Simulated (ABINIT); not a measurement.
# BaTiO3: optical spectrum from first principles

Aim: the dielectric function of BaTiO3, and the optical constants that follow from it.

Method: DFT, PBE, plane waves with norm-conserving potentials (PseudoDojo), scalar-relativistic, independent-particle linear optical response without local fields, in ABINIT 10.8.3.

### 1. The structure

The structure is cubic, space group Pm-3m (No. 221). The conventional cell has a = 4.006 Å, b = 4.006 Å, c = 4.006 Å, α = 90.00°, β = 90.00°, γ = 90.00°. Ba has 12 O at 2.83 Å nearest. Nearest to Ti lie 6 O at 2.00 Å. O has 2 Ti at 2.00 Å and 4 Ba at 2.83 Å nearest. Farther neighbours and most contacts between anions are not listed.

### 2. Ground state, bands and velocity matrix elements

First the ground state: is it a metal or has it a gap?

This step: DFT, PBE, plane waves with norm-conserving potentials (PseudoDojo), scalar-relativistic, ground state, bands at fixed density and velocity matrix elements (ABINIT 10.8.3).

File run.abi:

```
# ground state, bands on a dense mesh, and the derivatives d/dk of the wave functions
ndtset 3

ngkpt1 6 6 6
shiftk1 0.0 0.0 0.0
tolvrs1 1.0d-12
nband1 24
prtden1 1

iscf2 -2
getden2 1
ngkpt2 8 8 8
shiftk2 0.0 0.0 0.0
kptopt2 1
nband2 50
nbdbuf2 4
tolwfr2 1.0d-14

optdriver3 8
wfk_task3 "wfk_ddk"
prtevk3 1
getwfk3 2
getden3 1
iscf3 -2
ngkpt3 8 8 8
shiftk3 0.0 0.0 0.0
kptopt3 1
nband3 50

nshiftk 1
occopt 3
tsmear 0.001837
ecut 45.0
nstep 80
iomode 3
chksymbreak 0
chkprim 0
chksymtnons 0
acell 3*1.0 Angstrom
rprim
  4.006000000000 0.000000000000 0.000000000000
  0.000000000000 4.006000000000 0.000000000000
  0.000000000000 0.000000000000 4.006000000000
natom 5
ntypat 3
znucl 56 22 8
typat 1 2 3 3 3
xred
  0.500000000000 0.500000000000 0.500000000000
  0.000000000000 0.000000000000 0.000000000000
  0.000000000000 0.000000000000 0.500000000000
  0.000000000000 0.500000000000 0.000000000000
  0.500000000000 0.000000000000 0.000000000000
pseudos "Ba.upf, Ti.upf, O.upf"
```

On the command line:

```bash
mpirun -n 4 abinit run.abi
```

Numbers of over 12 decimals in the logs are rounded to 6 here.

Log:

```text
DATASET    1 : space group Pm -3 m (#221); Bravais cP (primitive cubic)
 DATASET    2 : space group Pm -3 m (#221); Bravais cP (primitive cubic)
 DATASET    3 : space group Pm -3 m (#221); Bravais cP (primitive cubic)
            ngfft          48      48      48
                         0.05556    0.05556    0.05556    0.01389    0.03704    0.11111
                         0.05556    0.11111    0.11111    0.02778    0.03704    0.05556
                         0.04688    0.04688    0.02344    0.02344    0.04688    0.02344
                         0.02344    0.02344    0.00586    0.01563    0.04688    0.04688
                         0.02344    0.04688    0.09375    0.04688    0.04688    0.04688
                         0.01172    0.01563    0.04688    0.02344    0.04688    0.04688
                         0.01172    0.01563    0.02344    0.01172    0.00195
                         0.04688    0.04688    0.02344    0.02344    0.04688    0.02344
                         0.02344    0.02344    0.00586    0.01563    0.04688    0.04688
                         0.02344    0.04688    0.09375    0.04688    0.04688    0.04688
                         0.01172    0.01563    0.04688    0.02344    0.04688    0.04688
                         0.01172    0.01563    0.02344    0.01172    0.00195
== DATASET  1 ==================================================================
 Real(R)+Recip(G) space primitive vectors, cartesian coordinates (Bohr,Bohr^-1):
 R(1)=  7.5702429  0.0000000  0.0000000  G(1)=  0.1320962  0.0000000  0.0000000
 R(2)=  0.0000000  7.5702429  0.0000000  G(2)=  0.0000000  0.1320962  0.0000000
 R(3)=  0.0000000  0.0000000  7.5702429  G(3)=  0.0000000  0.0000000  0.1320962
 Unit cell volume ucvol=  4.3383985E+02 bohr^3
 Angles (23,13,12)=  9.00000000E+01  9.00000000E+01  9.00000000E+01 degrees
 getcut: wavevector=  0.0000  0.0000  0.0000  ngfft=  48  48  48
     iter   Etot(hartree)      deltaE(h)  residm     vres2
 ETOT  1  -136.75779024016    -1.368E+02 1.303E-01 2.295E+03
 ETOT  2  -128.70283359262     8.055E+00 2.514E-01 3.717E+04
 ETOT  3  -137.29415223961    -8.591E+00 9.967E-02 5.953E+02
 ETOT  4  -137.31257048228    -1.842E-02 3.757E-02 4.177E+02
 ETOT  5  -137.36456213701    -5.199E-02 3.759E-02 1.222E+02
 ETOT  6  -137.38277542223    -1.821E-02 6.466E-03 1.596E+01
 ETOT  7  -137.38505054143    -2.275E-03 1.608E-02 3.248E+00
 ETOT  8  -137.38564182102    -5.913E-04 1.110E-02 1.095E-01
 ETOT  9  -137.38566241180    -2.059E-05 9.625E-03 1.180E-03
 ETOT 10  -137.38566285423    -4.424E-07 2.870E-03 1.607E-04
 ETOT 11  -137.38566289358    -3.936E-08 1.357E-03 2.169E-05
 ETOT 12  -137.38566290131    -7.727E-09 1.318E-03 3.136E-06
 ETOT 13  -137.38566290250    -1.193E-09 5.508E-04 2.301E-07
 ETOT 14  -137.38566290261    -1.098E-10 5.803E-04 1.661E-09
 ETOT 15  -137.38566290263    -1.216E-11 2.381E-04 7.177E-09
 ETOT 16  -137.38566290263    -7.390E-13 2.770E-04 2.036E-10
 ETOT 17  -137.38566290262     1.069E-11 9.528E-05 3.734E-11
 ETOT 18  -137.38566290262    -9.180E-12 1.260E-04 8.246E-12
 ETOT 19  -137.38566290263    -2.188E-12 3.720E-05 2.898E-12
 ETOT 20  -137.38566290262     7.361E-12 5.419E-05 1.261E-13
 At SCF step   20       vres2   =  1.26E-13 < tolvrs=  1.00E-12 =>converged.
 Cartesian components of stress tensor (hartree/bohr^3)
  sigma(1 1)= -6.58049635E-05  sigma(3 2)=  0.00000000E+00
  sigma(2 2)= -6.58049635E-05  sigma(3 1)=  0.00000000E+00
  sigma(3 3)= -6.58049635E-05  sigma(2 1)=  0.00000000E+00
 Mean square residual over all n,k,spin=   16.003E-08; max=  54.186E-06
 Fermi (or HOMO) energy (hartree) =   0.27587   Average Vxc (hartree)=  -0.42033
 Eigenvalues (hartree) for nkpt=  20  k points:
 kpt#   1, nband= 24, wtk=  0.00463, kpt=  0.0000  0.0000  0.0000 (reduced coord)
  -1.83727   -0.96374   -0.96374   -0.96374   -0.66772   -0.37540   -0.35055   -0.35055
  -0.12256   -0.12256   -0.12256    0.15828    0.15828    0.15828    0.20238    0.20238
   0.20238    0.23737    0.23737    0.23737    0.30843    0.30843    0.30843    0.38821
   2.00000    2.00000    2.00000    2.00000    2.00000    2.00000    2.00000    2.00000
   2.00000    2.00000    2.00000    2.00000    2.00000    2.00000    2.00000    2.00000
   2.00000    2.00000    2.00000    2.00000    0.00000    0.00000    0.00000    0.00000
kinetic             :  6.26824681691283E+01
hartree             :  2.97635255303500E+01
xc                  : -2.80447949218524E+01
Ewald energy        : -1.03574517516034E+02
psp_core            :  5.53377599708534E+00
local_psp           : -1.00458736186452E+02
non_local_psp       : -3.28738397475427E+00
internal            : -1.37385662902529E+02
'-kT*entropy'       : -9.02504239478926E-11
total_energy        : -1.37385662902619E+02
total_energy_eV     : -3.73845433790331E+03
 Cartesian components of stress tensor (hartree/bohr^3)
  sigma(1 1)= -6.58049635E-05  sigma(3 2)=  0.00000000E+00
  sigma(2 2)= -6.58049635E-05  sigma(3 1)=  0.00000000E+00
  sigma(3 3)= -6.58049635E-05  sigma(2 1)=  0.00000000E+00
-Cartesian components of stress tensor (GPa)         [Pressure=  1.9360E+00 GPa]
== DATASET  2 ==================================================================
 Real(R)+Recip(G) space primitive vectors, cartesian coordinates (Bohr,Bohr^-1):
 R(1)=  7.5702429  0.0000000  0.0000000  G(1)=  0.1320962  0.0000000  0.0000000
 R(2)=  0.0000000  7.5702429  0.0000000  G(2)=  0.0000000  0.1320962  0.0000000
 R(3)=  0.0000000  0.0000000  7.5702429  G(3)=  0.0000000  0.0000000  0.1320962
 Unit cell volume ucvol=  4.3383985E+02 bohr^3
 Angles (23,13,12)=  9.00000000E+01  9.00000000E+01  9.00000000E+01 degrees
 getcut: wavevector=  0.0000  0.0000  0.0000  ngfft=  48  48  48
 Mean square residual over all n,k,spin=   50.456E-16; max=  99.806E-16
 Eigenvalues (hartree) for nkpt=  35  k points:
 kpt#   1, nband= 50, wtk=  0.00195, kpt=  0.0000  0.0000  0.0000 (reduced coord)
  -1.83727   -0.96374   -0.96374   -0.96374   -0.66772   -0.37540   -0.35055   -0.35055
  -0.12256   -0.12256   -0.12256    0.15828    0.15828    0.15828    0.20238    0.20238
   0.20238    0.23737    0.23737    0.23737    0.30843    0.30843    0.30843    0.38821
   0.38821    0.43051    0.43051    0.51457    0.55825    0.55825    0.55825    0.79283
   0.85503    0.85503    0.85503    0.92660    0.97364    0.97364    0.97364    1.00838
   1.00838    1.00838    1.09184    1.09184    1.17864    1.17864    1.17864    1.29697
== DATASET  3 ==================================================================
            ngfft          48      48      48
                         0.05556    0.05556    0.05556    0.01389    0.03704    0.11111
                         0.05556    0.11111    0.11111    0.02778    0.03704    0.05556
                         0.04688    0.04688    0.02344    0.02344    0.04688    0.02344
                         0.02344    0.02344    0.00586    0.01563    0.04688    0.04688
                         0.02344    0.04688    0.09375    0.04688    0.04688    0.04688
                         0.01172    0.01563    0.04688    0.02344    0.04688    0.04688
                         0.01172    0.01563    0.02344    0.01172    0.00195
                         0.04688    0.04688    0.02344    0.02344    0.04688    0.02344
                         0.02344    0.02344    0.00586    0.01563    0.04688    0.04688
                         0.02344    0.04688    0.09375    0.04688    0.04688    0.04688
                         0.01172    0.01563    0.04688    0.02344    0.04688    0.04688
                         0.01172    0.01563    0.02344    0.01172    0.00195
[shortened to cell, iterations, levels, energies and stress; the echo of variables, forces, comments, warnings and credits are left out]
```

Elapsed: 2.9 min, on 4 MPI ranks of AMD EPYC 7R43, shared host; peak memory 0.15 GiB.

This step gave:

```
total energy           : -137.4 Ha
gap on the k-mesh      : 1.794 eV
direct gap on the mesh : 1.934 eV
```

There is a gap, 1.79 eV on this mesh (points off the mesh can give less), so no carriers' term is needed.

### 3. Optical response

With the density converged, the vertical transitions are summed over the zone.

This step: DFT, PBE, plane waves with norm-conserving potentials (PseudoDojo), scalar-relativistic, independent-particle linear optical response without local fields (ABINIT 10.8.3).

File optic.abi:

```
&FILES
 ddkfile_1 = 'runo_DS3_1_EVK.nc',
 ddkfile_2 = 'runo_DS3_2_EVK.nc',
 ddkfile_3 = 'runo_DS3_3_EVK.nc',
 wfkfile = 'runo_DS2_WFK.nc'
/
&PARAMETERS
 broadening = 0.001837,
 domega = 0.0020212,
 maxomega = 0.80849,
 scissor = 0.0,
 tolerance = 0.002,
 nband_sum = 46
/
&COMPUTATIONS
 num_lin_comp = 1,
 lin_comp = 11,
 num_nonlin_comp = 0,
 num_linel_comp = 0,
 num_nonlin2_comp = 0
/
```

On the command line:

```bash
optic optic.abi
```

Log:

```text

 OPTIC has originally been developed by
 S. Sharma, J. K. Dewhurst and C. Ambrosch-Draxl, Phys. Rev. B 67, 165332 (2003), and
 S. Sharma and C. Ambrosch-Draxl, Physica Scripta T 109 (2004).

 rprimd(bohr)      =   7.57024   0.00000   0.00000
                       0.00000   7.57024   0.00000
                       0.00000   0.00000   7.57024
 natom             =       5
 nkpt,mband        =      35      50
 ecut              =  45.00000 Ha
 newocc: new Fermi energy is       0.276100 , with nelect=     40.000000, Number of bisection calls: 20
 Fermi level: 7.5131  (eV)

 fermie            =   0.27610 Ha   7.51308 eV
 Scissor shift     =   0.00000 Ha
 Tolerance on closeness to singularities     =   0.00200 Ha
 Smearing factor      =   0.00184 Ha
 Will use the antiresonant approximation (meaning that the antiresonant terms are neglected)
 Will not perform the bands decomposition
 linear coeffs to be calculated :
 11
 non-linear coeffs to be calculated :

 electronic part of electro-optic coeffs to be calculated :

 non-linear coeffs (V2) to be calculated :

 linear optic matrix elements will be printed :0
 optic : Call pmat2cart
 No scissor shift to be applied. Returning to main optic routine.
 optic : Call linopt
  linopt            1           1
 calculated the component:           1           1   of dielectric function
  with broadening:         (0.000000,1.83700000000000009E-003)
 and scissors shift:   0.000000
 energy window:   84.172664      eV   3.093288      Ha
 optic : Call nlinopt
 optic : Call linelop
 optic : Call nonlinopt

================================================================================

 Calculation completed.
-
program: optic
version: 10.8.3
start_datetime:
end_datetime:
overall_cpu_time:           0.3
overall_wall_time:           0.3
mpi_procs: 1
omp_threads: 1
...
```

The job ended after 1.1 s (1 thread; peak memory 0.05 GiB).

Numbers from this step:

| Quantity | Value |
| --- | --- |
| electronic dielectric constant ε∞, mean over x, y and z (by symmetry where fewer were run) | 6.695 |

The Im ε, E ∥ x has structure finer than the step of the table below, so its rows give means over 0.5 eV, whole bins alone (the curve runs from 0.0550 to 21.9 eV). Peaks (eV: height): 3.30: 8.41, 3.96: 9.97, 4.23: 9.81, 8.36: 6.64, 10.45: 6.16, 17.98: 5.74, 18.97: 5.88.

Sum at mesh points, not converged in k; values under the direct gap are tails of Lorentzian lines. The Im ε, E ∥ x by photon energy; means over each step:

photon energy (eV), Im ε, E ∥ x and a bar:
```
      0.5       0.01 
      1.0       0.04 
      1.5       0.08 
      2.0       0.66 ##
      2.5       2.29 ########
      3.0       4.13 ##############
      3.5       5.88 ###################
      4.0       9.09 ##############################
      4.5       6.23 #####################
      5.0       3.89 #############
      5.5       2.47 ########
      6.0       3.16 ##########
      6.5       3.18 ##########
      7.0       4.78 ################
      7.5       4.16 ##############
      8.0       3.50 ############
      8.5       5.00 ################
      9.0       5.10 #################
      9.5       4.10 ##############
     10.0       4.26 ##############
     10.5       4.02 #############
     11.0       2.73 #########
     11.5       2.52 ########
     12.0       1.79 ######
     12.5       1.27 ####
     13.0       0.91 ###
     13.5       0.80 ###
     14.0       0.92 ###
     14.5       0.99 ###
     15.0       1.11 ####
     15.5       1.54 #####
     16.0       2.03 #######
     16.5       2.30 ########
     17.0       2.71 #########
     17.5       3.09 ##########
     18.0       4.64 ###############
     18.5       4.82 ################
     19.0       4.74 ################
     19.5       3.08 ##########
     20.0       2.12 #######
     20.5       1.54 #####
     21.0       1.31 ####
     21.5       1.15 ####
```

The reflectivity at normal incidence, E ∥ x has structure finer than the step of the table below, so its rows give means over 0.5 eV, whole bins alone (the curve runs from 0.0550 to 21.9 eV). Peaks (eV: height): 10.56: 41.5, 19.63: 53.8, 20.35: 50.9, 20.68: 48.5, 21.12: 48.9, 21.61: 44.4, 21.83: 46.2.

Sum at mesh points, not converged in k. Table of reflectivity at normal incidence, E ∥ x by photon energy; means over each step:

photon energy (eV), reflectivity at normal incidence, E ∥ x (%) and a bar:
```
      0.5       19.8 ###########
      1.0       20.4 ###########
      1.5       21.7 ############
      2.0       24.0 #############
      2.5       26.9 ###############
      3.0       28.5 ################
      3.5       29.1 #################
      4.0       34.9 #####################
      4.5       31.0 ##################
      5.0       20.7 ###########
      5.5       13.8 #######
      6.0       17.0 #########
      6.5       18.1 #########
      7.0       23.0 #############
      7.5       21.1 ###########
      8.0       18.4 ##########
      8.5       24.5 ##############
      9.0       26.4 ###############
      9.5       23.6 #############
     10.0       27.4 ################
     10.5       31.2 ##################
     11.0       25.0 ##############
     11.5       26.4 ###############
     12.0       25.8 ###############
     12.5       18.5 ##########
     13.0        8.5 ###
     13.5        3.8 
     14.0        3.8 
     14.5        4.4 
     15.0        5.8 #
     15.5        8.4 ###
     16.0       10.8 #####
     16.5       12.2 ######
     17.0       14.3 #######
     17.5       16.1 ########
     18.0       23.8 #############
     18.5       29.8 #################
     19.0       33.6 ####################
     19.5       49.1 ##############################
     20.0       41.6 #########################
     20.5       45.0 ###########################
     21.0       42.5 ##########################
     21.5       39.7 ########################
```

The loss function −Im 1/ε at q → 0, E ∥ x has structure finer than the step of the table below, so its rows give means over 0.5 eV, whole bins alone (the curve runs from 0.0550 to 21.9 eV). Peaks (eV: height): 5.22: 0.288, 10.17: 0.313, 12.76: 1.03, 12.98: 1.12, 20.79: 0.537, 21.72: 0.652.

Sum at mesh points, not converged in k; values under the direct gap are tails of Lorentzian lines. Table of loss function −Im 1/ε at q → 0, E ∥ x by energy loss; means over each step:

```csv
energy loss (eV),"loss function −Im 1/ε at q → 0, E ∥ x"
0.5,3.2e-4
1.0,7.1e-4
1.5,0.00145
2.0,0.00909
2.5,0.0236
3.0,0.0385
3.5,0.0627
4.0,0.0790
4.5,0.166
5.0,0.214
5.5,0.185
6.0,0.150
6.5,0.114
7.0,0.139
7.5,0.183
8.0,0.176
8.5,0.159
9.0,0.177
9.5,0.229
10.0,0.236
10.5,0.240
11.0,0.362
11.5,0.390
12.0,0.539
12.5,0.794
13.0,0.866
13.5,0.556
14.0,0.353
14.5,0.281
15.0,0.211
15.5,0.203
16.0,0.218
16.5,0.217
17.0,0.209
17.5,0.211
18.0,0.170
18.5,0.206
19.0,0.205
19.5,0.200
20.0,0.315
20.5,0.360
21.0,0.447
21.5,0.546
```

At chosen wavelengths:

```csv
wavelength (nm),n,k,R (%),1/α
1064,2.67,0.008,20.7,10 µm
800,2.76,0.015,21.9,4.1 µm
633,2.93,0.121,24.1,417 nm
365,2.68,1.281,29.4,23 nm
308,2.71,1.742,35.4,14 nm
248,1.79,1.021,18.9,19 nm
193,1.96,0.726,15.5,21 nm
```

Below the direct gap, k and the depth come from the tails of the Lorentzian lines, not from transitions.

Rows near the edge hang on the gap, which this functional as a rule makes too small, and phonon-assisted absorption is left out.

### 4. Summary of results

```
electronic dielectric constant ε∞, mean over x, y and z (by symmetry where fewer were run) (independent particles) : 6.69
```

At this level (PBE, independent particles) BaTiO3 has ε∞ = 6.69 and n = 2.62 at 1550 nm. On the mesh the gap is 1.79 eV and the least direct gap 1.93 eV, so on this mesh the band edges lie at different points. Excitons and phonon-assisted transitions are missing, and so are local fields; PBE gaps are as a rule too small, which pulls the onset down and ε∞ up. Spin-orbit coupling is left out although heavy atoms are present. The sum runs over mesh points 0.20 Å⁻¹ apart with no interpolation, so peaks are partly noise of the mesh and static values carry its error. Besides steps told in other documents, this task had 1 run with a known fault of program or setting; those not told in a step above aren't shown.

[Logs are printed without paths, hosts, clocks, repeated set-up lines and the standing remarks that a program may print on its own settings, such as how far it seeks lower states.]

[Hosts, paths, dates, database ids (printed as entryN), source tags and the programs' standing remarks are cut or masked in the printed files.]
